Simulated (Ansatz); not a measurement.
**Li on Rh(111): change of the work function**

Aim: the work function of Rh(111) at several coverages of Li (fcc site), and the dipole that each adsorbate carries.

Main program and level: Ansatz 0.2.0; plane-wave DFT, PBE, Ansatz PAW.

## Step 1: The structure

The cell holds 4 atoms: 4 Rh. Cell: a = 2.687 Å, b = 2.687 Å, c = 24.582 Å, α = 90.0°, β = 90.0°, γ = 60.0°. Vacuum lies along c.

## Step 2: The clean slab

The bare slab comes first, as the zero from which every change is counted. The two lowest layers are held at bulk places and the upper ones relax. The dipole correction removes the false field that a one-sided slab makes across the periodic vacuum, so each face gets a flat vacuum level of its own.

File input.yaml:

```yaml
crystal:
  lattice:
    - [2.6870057685, 0.0, 0.0]
    - [1.3435028843, 2.3270152556, 0.0]
    - [0.0, 0.0, 24.5817930688]
  atoms:
    - { symbol: Rh, position: [0.0, 0.0, 0.3661246344] }
    - { symbol: Rh, position: [0.3333333333, 0.3333333333, 0.4553748781] }
    - { symbol: Rh, position: [0.6666666667, 0.6666666667, 0.5446251219] }
    - { symbol: Rh, position: [0.0, 0.0, 0.6338753656] }
kpoints:
  mp_grid: { grid: [12, 12, 1] }
hamiltonian:
  xc: pbe
scf:
  occupations: { method: fermi_dirac, width: 0.1 }
  convergence: { dr2_threshold: 1.0e-08 }
efield:
  axis: 3
  dipole_correction: true
  ramp_position: 0.97
  ramp_width: 0.06
relax:
  f_tol: 0.02
  max_steps: 60
  constraints: [{ sites: [0, 1] }]
output:
  write_potential: true
  write_density: true
  volumetric_format: npy
```

Started as:

```console
$ ansatz run input.yaml --threads 4 --pin off --max-ram 6144MiB --backend cpu --events-out ev --progress --plain --runs-dir out
```

Numbers of over 12 decimals in the logs are rounded to 6 here.

What it wrote:

```text
Engine: ansatz 0.2.0, x86_64-unknown-linux-gnu
Pseudopotentials: kind: paw
Pseudopotential: Rh, paw, valence charge 17, recommended cutoff 420 eV (normal), Rh.paw.azcp
Functional definition: PBE
  parameter kappa = 0.804
  parameter beta = 0.066725
  exchange = pbe_x(kappa = kappa, mu = beta*pi^2/3)
  correlation = pbe_c(beta = beta)
Crystal: 4 atoms, lattice volume = 153.703 Å³
Basis set: ecut = 420 eV, 3065 PW (Γ), exchange–correlation on 36×36×360 points (8 copies of the dense FFT grid, shifted against one another)
Bands: 41, of which v1, the nominal top of the filled ones, is band 34 counted from 1 (33 counted from 0)
Symmetry: 6 space group operations
k-points: 19 of 144 (time reversal used)
Non-local potential: Rh, projectors of the file, l = 0: 3, l = 1: 2, l = 2: 2, l = 3: 1
PAW form: soft (Blöchl's): semilocal exchange-correlation on the pseudo side does not see the compensation charge
PAW one-centre angular grid: Rh, 590 points (default); XC on 64 Gauss nodes
Initial density: superposition of atomic densities (neutral atoms: chi_scale 0, normalization atom), corrected by the library's trained network
Initial wavefunctions: pseudopotential atomic-orbital guess
Functional: x = pbe(κ = 0.804, μ = 0.219515), c = pbe(β = 0.066725)
SCF iter   1: F=—  HF=-25610.048057 eV  |F-HF|=—  |Δ(HF+E_count)|=         —  Δρ=3.00e-3  dr2=7.23e-3  ethr=1.77e-3  p=0.000 e·Å  D=1.39e-13 V/Å  ΔV_dip=-0.00 eV  dr2_dipole=1.99e-7  V_vac-E_F(+/−)=4.98/4.98 eV  ⟨swp⟩=8.3  Hψ=3723  notcnv=0  defer=3
efield: sawtooth ramp at fractional position 0.9700 (set: `efield.ramp_position`, or a place that a band, a saddle search or an elastic batch's reference lends), width 0.0600; the density the first Hamiltonian is built on has a dipole p = 0.000 e·Å; the dipole correction subtracts the counter field D = 1.39e-13 V/Å, which shifts the + side's vacuum level by -0.00 eV against the − side's; the planar-averaged density in the ramp window peaks in size at 3.7e-6 e/Å³
preconditioner: auto → LDOS  [metal: Δε(μ)=0.005 eV  Ē_g=5.586 eV  σ=0.100 eV  W_gap=0.01  n_scr=18 (ndim 8)  ℏωp=18.0 eV  f_vac=0.588  D(μ)=6.30/eV (n_scr^D=38)  β→1.0]
SCF iter   2: F=—  HF=-25610.050251 eV  |F-HF|=—  |Δ(HF+E_count)|=   2.19e-3  Δρ=1.42e-3  dr2=2.83e-3  ethr=1.06e-5  p=0.000 e·Å  D=2.16e-5 V/Å  ΔV_dip=-0.00 eV  dr2_dipole=2.85e-7  V_vac-E_F(+/−)=5.18/5.18 eV  ⟨swp⟩=3.2  Hψ=1977  notcnv=0  defer=5
SCF iter   3: F=—  HF=-25610.049788 eV  |F-HF|=—  |Δ(HF+E_count)|=   4.63e-4  Δρ=6.39e-4  dr2=1.01e-3  ethr=4.16e-6  p=0.000 e·Å  D=7.89e-6 V/Å  ΔV_dip=-0.00 eV  dr2_dipole=2.52e-8  V_vac-E_F(+/−)=5.16/5.16 eV  ⟨swp⟩=3.1  Hψ=1661  notcnv=0  defer=5
SCF iter   4: F=—  HF=-25610.049605 eV  |F-HF|=—  |Δ(HF+E_count)|=   1.83e-4  Δρ=2.42e-4  dr2=8.23e-5  ethr=1.49e-6  p=0.000 e·Å  D=4.71e-6 V/Å  ΔV_dip=-0.00 eV  dr2_dipole=5.91e-10  V_vac-E_F(+/−)=5.17/5.17 eV  ⟨swp⟩=2.0  Hψ=1119  notcnv=0  defer=5
SCF iter   5: F=—  HF=-25610.049589 eV  |F-HF|=—  |Δ(HF+E_count)|=   1.54e-5  Δρ=6.97e-5  dr2=8.06e-6  ethr=1.21e-7  p=0.000 e·Å  D=3.22e-6 V/Å  ΔV_dip=-0.00 eV  dr2_dipole=2.85e-10  V_vac-E_F(+/−)=5.17/5.17 eV  ⟨swp⟩=2.5  Hψ=1423  notcnv=0  defer=5
SCF iter   6: F=—  HF=-25610.049590 eV  |F-HF|=—  |Δ(HF+E_count)|=   4.65e-7  Δρ=1.34e-5  dr2=5.18e-7  ethr=1.18e-8  p=0.000 e·Å  D=1.22e-6 V/Å  ΔV_dip=-0.00 eV  dr2_dipole=2.03e-11  V_vac-E_F(+/−)=5.17/5.17 eV  ⟨swp⟩=2.1  Hψ=1268  notcnv=0  defer=5
SCF iter   7: F=—  HF=-25610.049590 eV  |F-HF|=—  |Δ(HF+E_count)|=   2.80e-7  Δρ=5.15e-6  dr2=1.24e-7  ethr=7.62e-10  p=0.000 e·Å  D=5.86e-7 V/Å  ΔV_dip=-0.00 eV  dr2_dipole=8.88e-12  V_vac-E_F(+/−)=5.17/5.17 eV  ⟨swp⟩=3.3  Hψ=1737  notcnv=0  defer=5
SCF iter   8: F=—  HF=-25610.049590 eV  |F-HF|=—  |Δ(HF+E_count)|=   5.12e-8  Δρ=1.84e-6  dr2=1.44e-8  ethr=1.82e-10  p=0.000 e·Å  D=2.18e-7 V/Å  ΔV_dip=-0.00 eV  dr2_dipole=2.81e-12  V_vac-E_F(+/−)=5.17/5.17 eV  ⟨swp⟩=2.1  Hψ=960  notcnv=0  defer=5
SCF iter   9: F=-25610.049590 eV  HF=-25610.049590 eV  |F-HF|=3.09e-9  |Δ(HF+E_count)|=   5.53e-9  Δρ=5.60e-7  dr2=7.93e-10  ethr=1.47e-11  p=0.000 e·Å  D=8.84e-8 V/Å  ΔV_dip=-0.00 eV  dr2_dipole=2.62e-13  V_vac-E_F(+/−)=5.17/5.17 eV  ⟨swp⟩=9.8  Hψ=5442  notcnv=0
SCF 1 converged in 9 iterations: F = -25610.049590 eV  dr2 = 7.93e-10
  greatest PAW one-centre occupation: 1.000 electrons in one spin orbital (limit 2), on the Rh atom at site 2 (counted from 0), in its partial waves of l = 0
relax step   1: F+E_penalty+E_count = -25610.04959025 eV  Δ(F+E_penalty+E_count) = +0.000e0 eV  max|allowed force component| = 3.499e-2 eV/Å  Δτ_max = 0.0000 Å  (9 SCF iters, accepted)
Initial density: handed on by an earlier stage of this run
Initial wavefunctions: those handed on with the density
iter 1 solved again at ethr=2.02e-5 eV; its pass at ethr=3.10e-3 eV (dr2=1.37e-2 eV) is discarded
SCF iter   1: F=—  HF=-25610.049954 eV  |F-HF|=—  |Δ(HF+E_count)|=         —  Δρ=1.41e-3  dr2=1.32e-2  ethr=2.02e-5  p=-0.000 e·Å  D=-1.47e-8 V/Å  ΔV_dip=0.00 eV  dr2_dipole=4.55e-3  V_vac-E_F(+/−)=5.17/5.17 eV  ⟨swp⟩=1.3  Hψ=2099  notcnv=0  defer=5
efield: sawtooth ramp at fractional position 0.9700 (set: `efield.ramp_position`, or a place that a band, a saddle search or an elastic batch's reference lends), width 0.0600; the density the first Hamiltonian is built on has a dipole p = -0.000 e·Å; the dipole correction subtracts the counter field D = -1.47e-8 V/Å, which shifts the + side's vacuum level by +0.00 eV against the − side's; the planar-averaged density in the ramp window peaks in size at 1.1e-6 e/Å³
preconditioner: auto → LDOS  [metal: Δε(μ)=0.011 eV  Ē_g=5.583 eV  σ=0.100 eV  W_gap=0.03  n_scr=18 (ndim 8)  ℏωp=18.0 eV  f_vac=0.589  D(μ)=6.28/eV (n_scr^D=38)  β→1.0]
SCF iter   2: F=—  HF=-25610.049808 eV  |F-HF|=—  |Δ(HF+E_count)|=   1.46e-4  Δρ=5.73e-4  dr2=4.48e-4  ethr=1.95e-5  p=-0.000 e·Å  D=-7.30e-5 V/Å  ΔV_dip=0.00 eV  dr2_dipole=6.03e-5  V_vac-E_F(+/−)=5.17/5.17 eV  ⟨swp⟩=1.3  Hψ=785  notcnv=0  defer=5
SCF iter   3: F=—  HF=-25610.049718 eV  |F-HF|=—  |Δ(HF+E_count)|=   9.03e-5  Δρ=3.44e-4  dr2=2.78e-4  ethr=6.58e-7  p=0.000 e·Å  D=3.36e-4 V/Å  ΔV_dip=-0.01 eV  dr2_dipole=5.68e-5  V_vac-E_F(+/−)=5.16/5.17 eV  ⟨swp⟩=3.8  Hψ=1937  notcnv=0  defer=5
SCF iter   4: F=—  HF=-25610.049673 eV  |F-HF|=—  |Δ(HF+E_count)|=   4.46e-5  Δρ=4.06e-5  dr2=4.97e-6  ethr=4.09e-7  p=0.000 e·Å  D=1.14e-4 V/Å  ΔV_dip=-0.00 eV  dr2_dipole=1.05e-8  V_vac-E_F(+/−)=5.17/5.17 eV  ⟨swp⟩=2.0  Hψ=1120  notcnv=0  defer=5
SCF iter   5: F=—  HF=-25610.049673 eV  |F-HF|=—  |Δ(HF+E_count)|=   4.88e-7  Δρ=1.60e-5  dr2=7.23e-7  ethr=7.30e-9  p=0.000 e·Å  D=1.16e-4 V/Å  ΔV_dip=-0.00 eV  dr2_dipole=1.39e-8  V_vac-E_F(+/−)=5.17/5.17 eV  ⟨swp⟩=3.6  Hψ=1778  notcnv=0  defer=5
SCF iter   6: F=—  HF=-25610.049674 eV  |F-HF|=—  |Δ(HF+E_count)|=   4.90e-7  Δρ=5.87e-6  dr2=1.10e-7  ethr=1.06e-9  p=0.000 e·Å  D=1.19e-4 V/Å  ΔV_dip=-0.00 eV  dr2_dipole=8.32e-9  V_vac-E_F(+/−)=5.17/5.17 eV  ⟨swp⟩=2.1  Hψ=1045  notcnv=0  defer=5
SCF iter   7: F=-25610.049674 eV  HF=-25610.049674 eV  |F-HF|=3.72e-8  |Δ(HF+E_count)|=   1.27e-7  Δρ=1.68e-6  dr2=5.92e-9  ethr=1.47e-11  p=0.000 e·Å  D=1.18e-4 V/Å  ΔV_dip=-0.00 eV  dr2_dipole=1.28e-11  V_vac-E_F(+/−)=5.17/5.17 eV  ⟨swp⟩=8.8  Hψ=6143  notcnv=0
SCF 2 converged in 7 iterations: F = -25610.049674 eV  dr2 = 5.92e-9
relax step   2: F+E_penalty+E_count = -25610.04967410 eV  Δ(F+E_penalty+E_count) = -8.384e-5 eV  max|allowed force component| = 2.244e-2 eV/Å  Δτ_max = 0.0127 Å  (7 SCF iters, accepted)
SCF iter   1: F=—  HF=-25610.049758 eV  |F-HF|=—  |Δ(HF+E_count)|=         —  Δρ=5.17e-4  dr2=1.81e-3  ethr=2.64e-5  p=0.000 e·Å  D=1.18e-4 V/Å  ΔV_dip=-0.00 eV  dr2_dipole=6.21e-4  V_vac-E_F(+/−)=5.17/5.17 eV  ⟨swp⟩=2.1  Hψ=1238  notcnv=0  defer=5
efield: sawtooth ramp at fractional position 0.9700 (set: `efield.ramp_position`, or a place that a band, a saddle search or an elastic batch's reference lends), width 0.0600; the density the first Hamiltonian is built on has a dipole p = 0.000 e·Å; the dipole correction subtracts the counter field D = 1.18e-4 V/Å, which shifts the + side's vacuum level by -0.00 eV against the − side's; the planar-averaged density in the ramp window peaks in size at 9.0e-7 e/Å³
preconditioner: auto → LDOS  [metal: Δε(μ)=0.011 eV  Ē_g=5.578 eV  σ=0.100 eV  W_gap=0.03  n_scr=18 (ndim 8)  ℏωp=18.0 eV  f_vac=0.589  D(μ)=6.28/eV (n_scr^D=38)  β→1.0]
SCF iter   2: F=—  HF=-25610.049744 eV  |F-HF|=—  |Δ(HF+E_count)|=   1.35e-5  Δρ=1.96e-4  dr2=5.12e-5  ethr=2.66e-6  p=0.000 e·Å  D=1.57e-4 V/Å  ΔV_dip=-0.00 eV  dr2_dipole=7.87e-6  V_vac-E_F(+/−)=5.17/5.17 eV  ⟨swp⟩=1.2  Hψ=936  notcnv=0  defer=5
SCF iter   3: F=—  HF=-25610.049729 eV  |F-HF|=—  |Δ(HF+E_count)|=   1.48e-5  Δρ=1.13e-4  dr2=3.33e-5  ethr=7.53e-8  p=0.000 e·Å  D=2.76e-6 V/Å  ΔV_dip=-0.00 eV  dr2_dipole=7.51e-6  V_vac-E_F(+/−)=5.17/5.17 eV  ⟨swp⟩=3.4  Hψ=1737  notcnv=0  defer=5
SCF iter   4: F=—  HF=-25610.049724 eV  |F-HF|=—  |Δ(HF+E_count)|=   5.52e-6  Δρ=1.39e-5  dr2=6.44e-7  ethr=4.90e-8  p=0.000 e·Å  D=7.60e-5 V/Å  ΔV_dip=-0.00 eV  dr2_dipole=1.22e-8  V_vac-E_F(+/−)=5.17/5.17 eV  ⟨swp⟩=2.0  Hψ=1111  notcnv=0  defer=5
SCF iter   5: F=—  HF=-25610.049722 eV  |F-HF|=—  |Δ(HF+E_count)|=   2.25e-6  Δρ=5.64e-6  dr2=9.34e-8  ethr=9.47e-10  p=0.000 e·Å  D=7.49e-5 V/Å  ΔV_dip=-0.00 eV  dr2_dipole=3.83e-9  V_vac-E_F(+/−)=5.17/5.17 eV  ⟨swp⟩=3.6  Hψ=1646  notcnv=0  defer=5
SCF iter   6: F=—  HF=-25610.049722 eV  |F-HF|=—  |Δ(HF+E_count)|=   1.30e-7  Δρ=1.95e-6  dr2=1.18e-8  ethr=1.37e-10  p=0.000 e·Å  D=7.30e-5 V/Å  ΔV_dip=-0.00 eV  dr2_dipole=7.96e-10  V_vac-E_F(+/−)=5.17/5.17 eV  ⟨swp⟩=2.2  Hψ=1084  notcnv=0  defer=5
SCF iter   7: F=-25610.049722 eV  HF=-25610.049722 eV  |F-HF|=9.66e-9  |Δ(HF+E_count)|=   1.96e-8  Δρ=6.18e-7  dr2=1.02e-9  ethr=1.47e-11  p=0.000 e·Å  D=7.30e-5 V/Å  ΔV_dip=-0.00 eV  dr2_dipole=1.28e-12  V_vac-E_F(+/−)=5.17/5.17 eV  ⟨swp⟩=9.8  Hψ=5447  notcnv=0
SCF 3 converged in 7 iterations: F = -25610.049722 eV  dr2 = 1.02e-9
relax step   3: F+E_penalty+E_count = -25610.04972167 eV  Δ(F+E_penalty+E_count) = -4.757e-5 eV  max|allowed force component| = 3.972e-4 eV/Å  Δτ_max = 0.0047 Å  (7 SCF iters, accepted)
NSCF: frozen V_eff on 19 k-points
the band table was solved once a step of the walk had ended and its energy, with any forces and stress, was formed, with the checks that follow a solve (3905 applications of the Hamiltonian). They found nothing against the state; the energy, forces and stress were not computed again (output.eigenvalues in the input reference)
WARN: The output density's exchange-correlation potential varies sharply where the density is thin. Do not read a vacuum level from v_tot or v_xc, or from such a field of the output density. On a cell that repeats whose density bears no net charge and no dipole along the vacuum's axis use v_es (v_loc + v_h of the components); under efield.dipole_correction with no amplitude use v_es + v_field, which holds any externa [...]
SCF converged after 7 iterations
Free energy (F): -25610.049722 eV
Harris-Foulkes:  -25610.049722 eV  (|F-HF|=9.66e-9)
Internal energy: -25609.837670 eV  (E = F + TS)
E sigma→0 (E₀):  -25609.943696 eV
Entropy (-TS):   -0.212052 eV (-53.013 meV/atom)
Fermi energy:    4.706112 eV
Dipole field:    D = 0.000071 V/Å  (p = 0.000061 e·Å, saw-weighted, corrected)
Work function:   Φ+ = 5.1674 eV   Φ− = 5.1692 eV
Levels:          The Fermi level and band energies are counted from a zero that moves with the ramp; work functions are not
--- Per-component energies (eV) ---
  E_band       = -1526.571700
  E_kinetic    = 2290.090188
  E_local      = -122491.003680  (includes V_loc(G=0)·N_el)
  E_nonlocal   = 1421.302649
  E_hartree    = 59724.727831
  E_xc         = -884.908045
  E_vxc        = -1110.509521  (∫ρ·V_xc dr)
  E_paw        = -14348.611590  (= ΣΔE_a)
  E_vpaw       = -1085.912725  (= ΣTr[D̂ρ^β])
  E_aug_tail   = 0.003404  (compensation charges beyond the density's cutoff)
  E_efield     = 0.000000  (sawtooth field / dipole correction)
  E_vefield    = 0.000014  (∫n·V_field dr)
  E_ewald      = 48678.561573
  E_smearing   = -0.212052  (= −TS)
  E_closure    = -0.000000  (closes the sum)
  Σ components = -25610.049722   (vs F -25610.049722, Δ=0.00e0)
--- Forces (eV/Å), atoms counted from 1 ---
  atom   1  Rh    -0.00000000     0.00000000     0.03097956
  atom   2  Rh     0.00000000    -0.00000000    -0.03084733
  atom   3  Rh    -0.00000000     0.00000000    -0.00039719
  atom   4  Rh    -0.00000000    -0.00000000     0.00027301
  max |Σ_I F_I| component: 8.05e-6 eV/Å
--- Band table (eV; the first three rows and the last of 19) ---
  k-point 0: bands = [... 30 lower, 2.7526, 3.6994, 3.6994, 3.9980, 3.9980, 4.7099, 4.7099, 4.8205, ... 3 higher]
  k-point 1: bands = [... 30 lower, 2.5536, 3.5756, 3.5774, 3.8488, 4.0260, 4.1381, 4.5315, 4.7073, ... 3 higher]
  k-point 2: bands = [... 30 lower, 2.9651, 3.0842, 3.3252, 3.5013, 3.8110, 4.0323, 4.6964, 5.0882, ... 3 higher]
  k-point 18: bands = [... 30 lower, 3.6443, 3.6486, 4.5244, 4.8653, 4.9521, 4.9529, 11.6585, 11.8523, ... 3 higher]
--- Relaxed structure (3 steps of the walk, 3 accepted, 0 SCFs on fresh bases) ---
  F+E_penalty+E_count = -25610.04972167 eV   max|allowed force component| = 3.972e-4 eV/Å
  atoms:
    - { symbol: Rh, position: [0.0, 0.0, 0.3661246344] }
    - { symbol: Rh, position: [0.333333, 0.333333, 0.455375] }
    - { symbol: Rh, position: [0.666667, 0.666667, 0.544472] }
    - { symbol: Rh, position: [0, 0, 0.633551] }
```

It took 24 s on 4 threads of AMD EPYC (Zen 3), shared host; peak memory 0.51 GiB.

Relaxation path:

| step | energy less that of the first step (eV) | largest force component (eV/Å) |
| --- | --- | --- |
| 1 | 0.0000 | 0.0350 |
| 2 | -0.0001 | 0.0224 |
| 3 | -0.0001 | 0.0004 |

Forces are held to the 6 operations that the run works with; a distortion that breaks them can't arise in this run.

Numbers from this step:

```
energy at zero smearing   : -25609.9437 eV
work function, upper face : 5.167 eV
dipole along the normal   : 6.05e-5 e·Å
```

Running mean over 2.194 Å of the planar mean; the ramp of the sawtooth is left out. Electron's electrostatic potential energy less the Fermi level against z:

| z (Å) | electron's electrostatic potential energy less the Fermi level (eV) |
| --- | --- |
| 3.5 | 5.17 |
| 4.0 | 5.17 |
| 4.5 | 5.17 |
| 5.0 | 5.16 |
| 5.5 | 5.15 |
| 6.0 | 5.10 |
| 6.5 | 4.90 |
| 7.0 | 4.16 |
| 7.5 | 0.989 |
| 8.0 | -5.57 |
| 8.5 | -11.0 |
| 9.0 | -12.7 |
| 9.5 | -13.0 |
| 10.0 | -13.1 |
| 10.5 | -13.1 |
| 11.0 | -13.2 |
| 11.5 | -13.3 |
| 12.0 | -13.3 |
| 12.5 | -13.3 |
| 13.0 | -13.3 |
| 13.5 | -13.2 |
| 14.0 | -13.2 |
| 14.5 | -13.1 |
| 15.0 | -13.0 |
| 15.5 | -12.8 |
| 16.0 | -11.5 |
| 16.5 | -6.58 |
| 17.0 | 0.143 |
| 17.5 | 3.93 |
| 18.0 | 4.85 |
| 18.5 | 5.08 |
| 19.0 | 5.14 |
| 19.5 | 5.16 |
| 20.0 | 5.17 |
| 20.5 | 5.17 |
| 21.0 | 5.17 |
| 21.5 | 5.17 |

The relaxation took 3 steps and lowered the energy by 1.3e-4 eV; the largest force on the free atoms ends at 4.0e-4 eV/Å.

The work function of the upper face is 5.17 eV.

(Part 1 of 3 ends here.)

[Logs are printed without paths, hosts, clocks, repeated set-up lines and the standing remarks that a program may print on its own settings, such as how far it seeks lower states.]

[Hosts, paths, dates, database ids (printed as entryN), source tags and the programs' standing remarks are cut or masked in the printed files.]

[Maps of the electrostatic potential energy from Ansatz leave out the sawtooth potential of an applied field or a dipole correction, so their vacuum need not be flat; planar profiles and work functions include it.]
